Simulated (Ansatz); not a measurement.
# Lattice dynamics of WS2 monolayer (2H), part 3 of 3

Wanted: phonon frequencies of WS2 monolayer (2H) and what follows from them.

Ansatz 0.2.0; DFT PBEsol, scalar-relativistic, plane waves, PAW; PAW set soft_1.

So far. Step 3 (Tight relaxation): The largest force component left is 0.059 meV/Å, within the tolerances set. Step 4 (Zone-centre response): Before it was imposed, the acoustic sum rule was missed by 6.2e-5 eV/Å² and the charge sum rule by 0.0011 e. Small misses are needed for a sound result but don't prove that mesh and cutoff are converged. The lowest optical mode is real, 295 cm⁻¹.

### Step 5. Phonons on a q mesh

Stability and thermal properties need the whole zone. Linear response on a 6×6×1 q mesh gives force constants as far as a supercell of that size would, and the tensors from the zone-centre run are typed in so that the long-range dipole term is interpolated apart.

input.yaml reads:

```yaml
crystal:
  lattice:
    - [3.1458467139, 0.0, 0.0]
    - [-1.572923357, 2.7243831707, 0.0]
    - [0.0, 0.0, 30.0]
  atoms:
    - { symbol: W, position: [0.3333333333, 0.6666666667, 0.3333333333] }
    - { symbol: S, position: [0.6666666667, 0.3333333333, 0.3855621554] }
    - { symbol: S, position: [0.6666666667, 0.3333333333, 0.2811045113] }
  periodic: [true, true, false]
kpoints:
  mp_grid: { grid: [12, 12, 1] }
hamiltonian:
  xc: pbesol
  pseudopotentials: { kind: paw, azcp: { folder: soft_1 }, xc_functional: pbe }
scf:
  occupations: { method: fixed }
output:
  eigenvalues: true
phonons:
  method: dfpt
  qmesh: [6, 6, 1]
  temperatures: { t_max: 1000, t_step: 50 }
  qpath:
    path:
      - [0.0, 0.0, 0.0]
      - [0.5, 0.0, 0.0]
      - [0.33333333, 0.33333333, 0.0]
      - [0.0, 0.0, 0.0]
    npoints: 10
  isolated: true
  non_analytic_term:
    high_frequency_dielectric_tensor: [[3.5837, 0.0, 0.0], [0.0, 3.5837, 0.0], [0.0, 0.0, 1.1701]]
    born_effective_charges:
      - { species: W, tensor: [[-0.6381, 0.0, 0.0], [0.0, -0.6381, 0.0], [0.0, 0.0, -0.0603]] }
      - { species: S, tensor: [[0.319, 0.0, 0.0], [0.0, 0.319, 0.0], [0.0, 0.0, 0.0301]] }
      - { species: S, tensor: [[0.319, 0.0, 0.0], [0.0, 0.319, 0.0], [0.0, 0.0, 0.0301]] }
    source: "zone-centre run at this cell"
```

Launch:

```bash
$ ansatz run input.yaml --threads 4 --pin off --max-ram 16384MiB --backend cpu --events-out ev --progress --plain --runs-dir out
```

Numbers of over 12 decimals in the logs are rounded to 6 here.

The program printed:

```text
Warning: phonons: the dynamical matrix that this run interpolates holds no multipole term above the dipole-dipole one, and a site of this crystal is no centre of inversion, so its interpolated transverse optical and acoustic branches and sound speeds can stay off near Gamma, and the density of states and the thermodynamics with them. What a run solves at a wave vector of phonons.qpoints, Gamma apart, where the deck admits one, is free of this, and under fd what a larger phonons.supercell samples
[...]
Crystal: 3 atoms, lattice volume = 257.115 Å³
Basis set: ecut = 420 eV, 4961 PW (Γ), exchange–correlation on 48×48×432 points (8 copies of the dense FFT grid, shifted against one another)
Bands: 17, of which v1, the nominal top of the filled ones, is band 13 counted from 1 (12 counted from 0)
Symmetry: 12 space group operations
k-points: 19 of 144 (time reversal used)
[...]
SCF iter   1: F=—  HF=-12030.505422 eV  |F-HF|=—  |Δ(HF+E_count)|=         —  Δρ=2.05e-2  dr2=1.27e0  ethr=3.10e-3  ⟨swp⟩=7.7  Hψ=2356  notcnv=0  defer=29
[...]
SCF iter  10: F=-12030.069990 eV  HF=-12030.069990 eV  |F-HF|=1.27e-11  |Δ(HF+E_count)|=  4.15e-10  Δρ=4.57e-8  dr2=4.86e-12  ethr=1.00e-12  ⟨swp⟩=19.7  Hψ=4293  notcnv=0
SCF 1 converged in 10 iterations: F = -12030.069990 eV  dr2 = 4.86e-12
[...]
NSCF: frozen V_eff on 19 k-points
[...]
DFPT response loops at q = (0, 0, 0) (fractional): preconditioner auto → none (the input reference at scf.mixing.eps_inf says where Resta's filter doesn't serve); β = 0.50; Broyden in place of MSR1
[...]
SCF converged after 10 iterations
Free energy (F): -12030.069990 eV
[...]
Internal energy: -12030.069990 eV  (E = F + TS)
E sigma→0 (E₀):  -12030.069990 eV
Fermi energy:    -5.738570 eV
[...]
--- Band table (eV; the first three rows and the last of 19) ---
  k-point 0: bands = [... 9 lower, -7.9207, -7.3086, -7.3086, -5.8639, -2.7482, -2.7482, -2.5709, -2.5709]
  k-point 1: bands = [... 9 lower, -8.3144, -7.4980, -7.1240, -5.9129, -2.8838, -2.8591, -2.6816, -2.5243]
  k-point 2: bands = [... 9 lower, -8.1450, -7.9376, -7.1265, -6.1594, -3.3429, -2.9193, -2.8542, -2.0140]
  k-point 18: bands = [... 9 lower, -9.6374, -9.0471, -8.1388, -5.7386, -3.8016, -2.4333, -1.5714, 0.0307]
--- Phonons (Γ-DFPT): 4 representative perturbations + reference (Σ response iterations 17) ---
  ASR residual: 1.591e-5 → 0.000e0 eV/Å²; symmetrization residual: 3.828e-6 eV/Å²
  ASR residual per site (eV/Å²): 1.59e-5 1.11e-5 1.11e-5
  Γ frequencies (cm⁻¹): 0.00 0.00 0.00 295.32 295.32 355.58 355.58 416.22 437.89
--- Phonons (arbitrary-q DFPT): 7 irreducible q on the 6×6×1 mesh ---
  q = [0.0000, 0.0000, 0.0000] (star 1, of the zone-centre solve; hermiticity 2.28e-7, symmetrization 1.55e-11): -0.00 0.00 0.00 295.32 295.32 355.58 355.58 416.22 437.89
  q = [0.0000, 0.1667, 0.0000] (star 6, 6 solved perturbations on 78 of 144 k-point pairs; hermiticity 4.24e-7, symmetrization 7.11e-11): 39.18 69.46 106.33 303.27 316.85 352.34 354.57 412.31 417.12
[...]
q = [0.1667, 0.1667, 0.0000] (star 6, 4 solved perturbations in 444 linear systems a pass and spin channel, the states on 144 of 144 k-point pairs; hermiticity 3.10e-7, symmetrization 7.20e-11): 89.55 118.46 149.01 316.03 339.44 348.49 354.79 386.55 407.49
[...]
sum rule: each row above includes the acoustic sum rule's correction from the zone centre's row sums; it moved no ω² by more than (0.31 cm⁻¹)²
  mesh force constants: q→R imaginary residual 7.78e-19; ASR residual 1.591e-5 → 0.000e0 eV/Å²; symmetrization residual 2.132e-14 eV/Å²
  interpolated dispersion: 31 rows × 9 modes
  density of states and harmonic sums: on the 24×24×1 q-mesh, interpolated from the force constants of a 6×6×1 supercell (with the dipole–dipole term of supplied tensors)
  largest difference from the sums on the solved wave vectors: F 2.72e-2 eV, S 3.39e-5 and C_V 6.73e-6 eV/K
  zero-point energy: 0.156702 eV/cell   skipped modes (ω ≤ 0): 3   left out of the sums: 5.79e-4 of the cell's modes: C_V's classical limit lies that fraction below 3 k_B per atom; for a crystal, a wire or a layer, F and S can be off by more, and a phonons.interpolated_qmesh denser along its periods is the remedy for the sampling
```

Run time: 6.7 min. Hardware: 4 threads of Arm Neoverse V1, shared host; peak memory 1.7 GiB; 26 min of CPU time.

This step gave:

```
sum-rule residual before enforcement                       : 1.59e-5 eV/Å²
lowest frequency on the path                               : 0 cm⁻¹
highest frequency on the path or at a solved wavevector    : 437.9 cm⁻¹
mean frequency                                             : 281 cm⁻¹
lowest mode on the q mesh (acoustic modes at Γ apart)      : 39.18 cm⁻¹
zero-point energy per atom                                 : 52.23 meV
heat capacity at 300 K                                     : 21.09 J/(mol atoms K)
vibrational entropy at 300 K                               : 22.99 J/(mol atoms K)
edges of the widest gap between branches, on path and mesh : 183.6, 295.3 cm⁻¹
```

Frequencies (cm⁻¹) solved at each irreducible wavevector; negative means imaginary. Frequencies by wavevector, by row:

| q in reciprocal lattice units | star | mode 1 | mode 2 | mode 3 | mode 4 | mode 5 | mode 6 | mode 7 | mode 8 | mode 9 |
| --- | --- | --- | --- | --- | --- | --- | --- | --- | --- | --- |
| 0 0 0 | 1 | 0 | 0 | 0 | 295.3 | 295.3 | 355.6 | 355.6 | 416.2 | 437.9 |
| 0 0.1667 0 | 6 | 39.2 | 69.5 | 106.3 | 303.3 | 316.9 | 352.3 | 354.6 | 412.3 | 417.1 |
| 0 0.3333 0 | 6 | 108.7 | 116.2 | 165.2 | 315.6 | 345.3 | 347.4 | 358.8 | 376.5 | 407.5 |
| 0 -0.5 0 | 3 | 130.1 | 141.7 | 177.6 | 320.6 | 342.4 | 347.1 | 366.4 | 368.7 | 404.8 |
| 0.1667 0.1667 0 | 6 | 89.5 | 118.5 | 149 | 316 | 339.4 | 348.5 | 354.8 | 386.6 | 407.5 |
| 0.1667 0.3333 0 | 12 | 136 | 144.7 | 170.4 | 330.5 | 347.3 | 347.9 | 360.4 | 364.6 | 400.1 |
| 0.3333 0.3333 0 | 2 | 143.9 | 147.1 | 183.6 | 337.3 | 349.2 | 352 | 357.1 | 361.3 | 392.4 |

Interpolated from a 6×6×1 q mesh, with the LO-TO term (at Γ the limit along the path; where Γ stands inside the path, tables give the limit on arrival). Phonon branches along the path, in cm⁻¹:

| point | branch 1 | branch 2 | branch 3 | branch 4 | branch 5 | branch 6 | branch 7 | branch 8 | branch 9 |
| --- | --- | --- | --- | --- | --- | --- | --- | --- | --- |
| Γ | 0 | 0 | 0 | 295 | 295 | 356 | 356 | 416 | 438 |
| halfway | 75 | 97 | 143 | 310 | 334 | 349 | 355 | 397 | 410 |
| M | 130 | 142 | 178 | 321 | 342 | 347 | 366 | 369 | 405 |
| halfway | 143 | 146 | 174 | 333 | 343 | 347 | 363 | 366 | 398 |
| K | 144 | 147 | 184 | 337 | 349 | 352 | 357 | 361 | 392 |
| halfway | 90 | 118 | 149 | 316 | 339 | 348 | 355 | 386 | 408 |
| Γ | 0 | 0 | 0 | 295 | 295 | 356 | 356 | 416 | 438 |

The phonon branches as a text plot (rows in cm⁻¹):

```
    429 |*******                                           ******
    411 |*************************                ***************
    392 |         ****            ****************  *****
    374 |             **************              **
    356 |********************** *********************************
    338 |         ********************************  *****
    319 |     ****  **************                ****   **
    301 |***********                                  ***********
    283 |
    265 |
    246 |
    228 |
    210 |
    192 |                               ***
    173 |             ******************   *******
    155 |           **              *******  *********
    137 |         **    ***********************   **  ***
    119 |       **  ******                     *******
    100 |     **  ****                                *****
     82 |       ****                                **   ****
     64 |   ****                                      ***
     46 |   **  **                                       *******
     27 | **  **                                           *****
      9 |*****                                               ****
         Γ                   M           K                      Γ
```

Tetrahedra on a 24×24×1 mesh, mean over bins of 5 cm-1. Interpolated from a 6×6×1 q mesh. Table of phonon density of states by wavenumber; read off at these points:

| wavenumber (cm⁻¹) | phonon density of states (1/cm⁻¹/cell) |
| --- | --- |
| 2 | 0.00228 |
| 12 | 0.00289 |
| 28 | 0.00415 |
| 38 | 0.00507 |
| 48 | 0.00586 |
| 62 | 0.00746 |
| 72 | 0.00862 |
| 82 | 0.0103 |
| 98 | 0.0133 |
| 108 | 0.0163 |
| 122 | 0.0249 |
| 132 | 0.0411 |
| 142 | 0.0638 |
| 158 | 0.0125 |
| 168 | 0.0244 |
| 172 | 0.0461 |
| 178 | 0.0269 |
| 192 | 0 |
| 202 | 0 |
| 212 | 0 |
| 228 | 0 |
| 238 | 0 |
| 248 | 0 |
| 262 | 0 |
| 272 | 0 |
| 282 | 0 |
| 298 | 0.0138 |
| 308 | 0.0224 |
| 318 | 0.0383 |
| 322 | 0.0459 |
| 332 | 0.0263 |
| 342 | 0.0707 |
| 348 | 0.207 |
| 358 | 0.0945 |
| 368 | 0.0728 |
| 378 | 0.0110 |
| 392 | 0.0186 |
| 402 | 0.0630 |
| 408 | 0.0708 |
| 412 | 0.0398 |
| 428 | 0.00487 |
| 438 | 0.00222 |

The partial phonon density of states has structure finer than the step of the table below, so its rows give means over 10 cm⁻¹, whole bins alone (the curve runs from -10 to 461 cm⁻¹). Peaks (cm⁻¹: height): S 348.5: 0.138, 404.7: 0.0591; W 144.0: 0.0482, 173.7: 0.0330, 348.5: 0.0194.

Phonopy on the run's constants, 21x21x1 mesh, Gaussian sigma 3.4 cm-1. Interpolated from a 6×6×1 q mesh. Partial phonon density of states against wavenumber; means over each step; values in 1/cm⁻¹/cell:

| wavenumber (cm⁻¹) | S | W |
| --- | --- | --- |
| 0 | 4.2e-4 | 0.00119 |
| 10 | 6.8e-4 | 0.00184 |
| 20 | 9.9e-4 | 0.00266 |
| 30 | 0.00113 | 0.00305 |
| 40 | 0.00160 | 0.00421 |
| 50 | 0.00142 | 0.00376 |
| 60 | 0.00219 | 0.00589 |
| 70 | 0.00219 | 0.00591 |
| 80 | 0.00243 | 0.00678 |
| 90 | 0.00328 | 0.00930 |
| 100 | 0.00333 | 0.00985 |
| 110 | 0.00418 | 0.0129 |
| 120 | 0.00557 | 0.0183 |
| 130 | 0.00794 | 0.0282 |
| 140 | 0.00954 | 0.0418 |
| 150 | 0.00465 | 0.0259 |
| 160 | 0.00229 | 0.0136 |
| 170 | 0.00462 | 0.0268 |
| 180 | 0.00285 | 0.0156 |
| 190 | 1.7e-4 | 7.8e-4 |
| 200 | 0 | 0 |
| 210 | 0 | 0 |
| 220 | 0 | 0 |
| 230 | 0 | 0 |
| 240 | 0 | 0 |
| 250 | 0 | 0 |
| 260 | 0 | 0 |
| 270 | 0 | 0 |
| 280 | 4.3e-6 | 0 |
| 290 | 0.00197 | 1.4e-6 |
| 300 | 0.0149 | 5.2e-5 |
| 310 | 0.0258 | 1.9e-4 |
| 320 | 0.0384 | 4.4e-4 |
| 330 | 0.0301 | 7.7e-4 |
| 340 | 0.0594 | 0.00649 |
| 350 | 0.120 | 0.0171 |
| 360 | 0.0849 | 0.0109 |
| 370 | 0.0386 | 0.00726 |
| 380 | 0.00842 | 0.00242 |
| 390 | 0.0132 | 0.00266 |
| 400 | 0.0416 | 0.00544 |
| 410 | 0.0460 | 0.00468 |
| 420 | 0.0104 | 0.00156 |
| 430 | 0.00340 | 0.00116 |
| 440 | 0.00112 | 3.9e-4 |
| 450 | 1.5e-5 | 5.7e-6 |

Harmonic thermodynamic functions per atom, from the density of states. Interpolated from a 6×6×1 q mesh. Thermodynamic functions, by row:

| T (K) | F_vib (meV/atom) | S (J/mol-atom/K) | C_V (J/mol-atom/K) |
| --- | --- | --- | --- |
| 0 | 52.23 | 0 | 0 |
| 100 | 49.9 | 5.899 | 8.932 |
| 200 | 38.99 | 15.1 | 17.54 |
| 300 | 19.1 | 22.99 | 21.09 |
| 400 | -8.12 | 29.3 | 22.64 |
| 500 | -41.24 | 34.45 | 23.42 |
| 600 | -79.24 | 38.76 | 23.87 |
| 700 | -121.4 | 42.46 | 24.14 |
| 800 | -167.1 | 45.7 | 24.32 |
| 900 | -216 | 48.57 | 24.45 |
| 1000 | -267.7 | 51.15 | 24.54 |

Symmetry leaves 7 wavevectors to solve. The lowest mode among them, the acoustic zeros apart, lies at q = (0, 0.167, 0) and is real, 39.2 cm⁻¹.

### Step 6. Isotope substitution, element S, natural mass 32.06 amu

An isotope changes the mass and not the force constants, so no new electronic calculation is needed; the shifts show which modes move this element.

The same force constants with the mass of S changed from 32.060 to 33.968 u (phonopy, no LO-TO term). Both lists are sorted by frequency; levels can cross, so a row need not hold one and the same mode. Modes under 3 cm⁻¹ are left out. Isotope shifts, by row:

| q | rank | natural mass (cm⁻¹) | changed mass (cm⁻¹) |
| --- | --- | --- | --- |
| 0 0 0 | 4 | 295.3 | 286.9 |
| 0 0 0 | 5 | 295.3 | 286.9 |
| 0 0 0 | 6 | 355.6 | 348.1 |
| 0 0 0 | 7 | 355.6 | 348.1 |
| 0 0 0 | 8 | 416.2 | 404.4 |
| 0 0 0 | 9 | 437.9 | 428.7 |
| 0 0.1667 0 | 1 | 39.18 | 38.85 |
| 0 0.1667 0 | 2 | 69.46 | 68.93 |
| 0 0.1667 0 | 3 | 106.3 | 105.7 |
| 0 0.1667 0 | 4 | 303.3 | 294.6 |
| 0 0.1667 0 | 5 | 316.9 | 308.1 |
| 0 0.1667 0 | 6 | 352.3 | 344.9 |
| 0 0.1667 0 | 7 | 354.6 | 346.2 |
| 0 0.1667 0 | 8 | 412.3 | 401 |
| 0 0.1667 0 | 9 | 417.1 | 408.3 |
| 0 0.3333 0 | 1 | 108.7 | 107.9 |
| 0 0.3333 0 | 2 | 116.2 | 115.4 |
| 0 0.3333 0 | 3 | 165.2 | 164.6 |
| 0 0.3333 0 | 4 | 315.6 | 306.6 |
| 0 0.3333 0 | 5 | 345.3 | 337.8 |
| 0 0.3333 0 | 6 | 347.4 | 337.9 |
| 0 0.3333 0 | 7 | 358.8 | 349 |
| 0 0.3333 0 | 8 | 376.5 | 368.2 |
| 0 0.3333 0 | 9 | 407.5 | 396.9 |
| 0 -0.5 0 | 1 | 130.1 | 129.2 |
| 0 -0.5 0 | 2 | 141.7 | 140.9 |
| 0 -0.5 0 | 3 | 177.6 | 177.1 |
| 0 -0.5 0 | 4 | 320.6 | 311.5 |
| 0 -0.5 0 | 5 | 342.4 | 334.9 |
| 0 -0.5 0 | 6 | 347.1 | 337.3 |
| 0 -0.5 0 | 7 | 366.4 | 356.1 |
| 0 -0.5 0 | 8 | 368.7 | 360.1 |
| 0 -0.5 0 | 9 | 404.8 | 394.4 |

A mode of this element alone would shift by -2.85 %. The highest zone-centre frequency without the field goes from 437.9 to 428.7 cm⁻¹ (-2.1 %). The product of the frequency ratios over all optical modes at Γ is 0.860; the product rule, (m/m′)^(3k/2) (M′/M)^(3/2) with k = 2 such atoms and M the mass of the cell, gives 0.860.

### Step 7. Isotope substitution, element W, natural mass 183.84 amu

The same for W, from 183.84 to 185.95 u.

A mode of this element alone would shift by -0.57 %. The highest zone-centre frequency without the field goes from 437.9 to 437.2 cm⁻¹ (-0.1 %). The product of the frequency ratios over all optical modes at Γ is 0.996; the product rule, (m/m′)^(3k/2) (M′/M)^(3/2) with k = 1 such atoms and M the mass of the cell, gives 0.996.

### Step 8. Outcome

```yaml
space_group_after_relaxation_within_0p01_a: P-6m2
area_per_atom: 2.86 Å²
gap_on_the_k_mesh: 1.94 eV
highest_optical_mode_at_the_zone_centre_no_lo_to_term: 438 cm⁻¹
lowest_optical_zone_centre_mode: 295 cm⁻¹
largest_born_charge_third_of_the_trace: -0.446 e
lowest_mode_on_the_q_mesh_acoustic_modes_at_gamma_apart: 39.2 cm⁻¹
highest_frequency_on_the_path_or_at_a_solved_wavevector: 438 cm⁻¹
zero_point_energy_per_atom: 52.2 meV
heat_capacity_at_300_k: 21.1 J/(mol atoms K)
vibrational_entropy_at_300_k: 23.0 J/(mol atoms K)
imaginary_modes_on_the_6x6x1_q_mesh: none
```

**Reading.** The structure is a minimum as far as tested: no mode is imaginary at the 7 irreducible wavevectors of the 6×6×1 mesh, and the softest away from the acoustic zeros lies at 39 cm⁻¹. Without the field, the optical modes at Γ span 295 to 438 cm⁻¹. The highest mode in this list at Γ, 437.9 cm⁻¹, is mostly motion of S (74 % of the kinetic energy). The strongest infrared line is at 356 cm⁻¹. Averaged over orientations, the strongest Raman line at 532 nm and 300 K is at 356 cm⁻¹. The tensors are the static, non-resonant ones, while 532 nm light (2.33 eV) lies above the computed gap. On the path and the mesh, the widest gap between branches runs from 184 to 295 cm⁻¹. In a sheet or slab the interpolated bending branch near Γ is rough, since the rotational sum rule isn't imposed. Dielectric tensors refer to the cell with its vacuum. The program warns that the interpolation holds no quadrupole term, so branches close to Γ can be off in this crystal. Spin-orbit coupling is left out, which can matter for the heavy elements here. The PAW files were made for PBE and serve the other functionals too. The starting cell was built on a prototype and not taken from a measurement. These are harmonic frequencies at zero temperature: anharmonic shifts, linewidths and thermal expansion are left out.

[Logs are printed without paths, hosts, clocks, repeated set-up lines and the standing remarks that a program may print on its own settings, such as how far it seeks lower states.]

[Hosts, paths, dates, database ids (printed as entryN), source tags and the programs' standing remarks are cut or masked in the printed files.]
